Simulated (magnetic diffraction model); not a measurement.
## Which magnetic order? Hf2TiFe3Si5Ir

Space group Immm (no. 71), a = 4.9760 Å, b = 7.5880 Å, c = 16.8220 Å.

| site | atom | x | y | z |
| --- | --- | --- | --- | --- |
| 4j | Ir | 0 | 1/2 | 0.8587 |
| 8l | Hf | 0 | 0.2382 | 0.5975 |
| 8k | Fe | 3/4 | 3/4 | 3/4 |
| 4g | Fe | 0 | 0.7543 | 0 |
| 4i | Ti | 1/2 | 1/2 | 0.7860 |
| 4f | Si | 0.7395 | 1/2 | 0 |
| 4e | Si | 0.2501 | 0 | 0 |
| 4j | Si | 1/2 | 0 | 0.7934 |
| 8l | Si | 1/2 | 0.6417 | 0.6387 |

This is a made-up structure (elements placed in a structure type, unrelaxed), so the numbers test the method and describe no known phase.

Only Fe is taken to order (form factors of Fe2+); orders and moment sizes are assumed, and not adapted to the symmetry. Radiation: neutrons of λ = 1.8 Å (absorption by Ir left out), 3° to 45°; isotropic B of 0.36 Å² (Ir), 0.53 Å² (Hf), 0.73 Å² (Fe), 0.71 Å² (Ti) and 0.62 Å² (Si). The intensities are simulated: I ∝ L Σ (|F_N|² + |F_M⊥|²) for unpolarised neutrons, with F_M = 2.695 fm/μB × Σ f(s) S exp(2πi Q·r) exp(−B s²) at Q = H ± k (one set where k and −k are equivalent), only the part normal to Q counting and L = 1/(sin²θ cos θ). For collinear order S is the moment m, which repeats by lattice and centring translations R with the sign exp(−2πi k·R). Form factors are spin-only for 3d ions and dipole or tabulated for f ions, scattering lengths are Sears's of 1992, and absorption is left out. A label names one of the reflections at its angle. The strongest nuclear line in the range is 100, and lines under 0.2 are left out.

Above the ordering temperature:

```
2θ (°)    index      I
 14.95  (0 1 1)    3.5
 21.74  (1 0 1)   25.0
 24.71  (0 0 4)    6.9
 24.98  (1 1 0)   35.9
 27.45  (0 2 0)   76.2
 27.93  (1 1 2)   35.0
 27.99  (1 0 3)    1.4
 30.17  (0 2 2)   20.3
 34.03  (0 1 5)   14.2
 35.28  (1 2 1)   18.8
 37.26  (0 2 4)   35.4
 37.45  (0 0 6)    0.6
 37.68  (1 0 5)   40.1
 39.60  (1 2 3)  100.0
 42.18  (0 3 1)    5.9
 42.41  (2 0 0)   15.6
 44.32  (2 0 2)   41.6
```

Below it (cell unchanged):

```
2θ (°)      I
 14.95   13.9
 21.74   25.0
 23.02    7.0
 24.71    6.9
 24.98   57.8
 27.45   76.2
 27.93   72.5
 27.99    1.4
 30.17   20.3
 34.03   17.1
 35.28   18.8
 35.43   23.1
 37.26   35.4
 37.45    0.6
 37.68   40.1
 39.60  100.0
 42.18    6.5
 42.41   15.6
 44.32   41.6
```

**Question.** Find the propagation vector, then choose among these models:
A. collinear moments along [110], 2.23 μB on Fe; signs + at (3/4, 3/4, 3/4), − at (0, 0.7543, 0), + at (1/4, 1/4, 3/4), − at (3/4, 1/4, 3/4), − at (1/4, 3/4, 3/4), + at (0, 0.2457, 0)
B. collinear moments along [101], 2.23 μB on Fe; signs + at (3/4, 3/4, 3/4), + at (0, 0.7543, 0), + at (1/4, 1/4, 3/4), + at (3/4, 1/4, 3/4), + at (1/4, 3/4, 3/4), + at (0, 0.2457, 0)
C. collinear moments along [101], 2.23 μB on Fe; signs + at (3/4, 3/4, 3/4), − at (0, 0.7543, 0), + at (1/4, 1/4, 3/4), − at (3/4, 1/4, 3/4), − at (1/4, 3/4, 3/4), + at (0, 0.2457, 0)
D. collinear moments along [110], 2.23 μB on Fe; signs + at (3/4, 3/4, 3/4), + at (0, 0.7543, 0), + at (1/4, 1/4, 3/4), + at (3/4, 1/4, 3/4), + at (1/4, 3/4, 3/4), + at (0, 0.2457, 0)

No line moves, and magnetic intensity falls on nuclear lines such as the one at 27.93°; new lines at (0 1 3) have whole indices that obey the lattice centring, at places with no nuclear intensity to speak of, so the magnetic cell equals the chemical primitive cell: k = 0.

Magnetic intensity, observed (below minus above) and for each model:

| 2θ (°) | index | observed | A | B | C | D |
| --- | --- | --- | --- | --- | --- | --- |
| 12.29 | (0 0 2) | <0.2 | <0.2 | 1.5 | <0.2 | 19.1 |
| 14.95 | (0 1 1) | 10.4 | 10.4 | <0.2 | 21.1 | <0.2 |
| 24.71 | (0 0 4) | <0.2 | <0.2 | 2.8 | <0.2 | 34.9 |
| 24.98 | (1 1 0) | 21.9 | 21.9 | <0.2 | 35.6 | <0.2 |
| 27.45 | (0 2 0) | <0.2 | <0.2 | 26.7 | <0.2 | 8.0 |
| 27.93 | (1 1 2) | 37.5 | 37.5 | <0.2 | 43.9 | <0.2 |
| 35.43 | (1 1 4) | 23.1 | 23.1 | <0.2 | 15.1 | <0.2 |
| 37.26 | (0 2 4) | <0.2 | <0.2 | 13.3 | <0.2 | 13.9 |

Model A matches.

The absence at (0 0 2) is telling: the sublattices cancel there.

The structure used: k = (0 0 0), collinear moments along [110], 2.23 μB on Fe; signs + at (3/4, 3/4, 3/4), − at (0, 0.7543, 0), + at (1/4, 1/4, 3/4), − at (3/4, 1/4, 3/4), − at (1/4, 3/4, 3/4), + at (0, 0.2457, 0).

[Logs are printed without paths, hosts, clocks, repeated set-up lines and the standing remarks that a program may print on its own settings, such as how far it seeks lower states.]
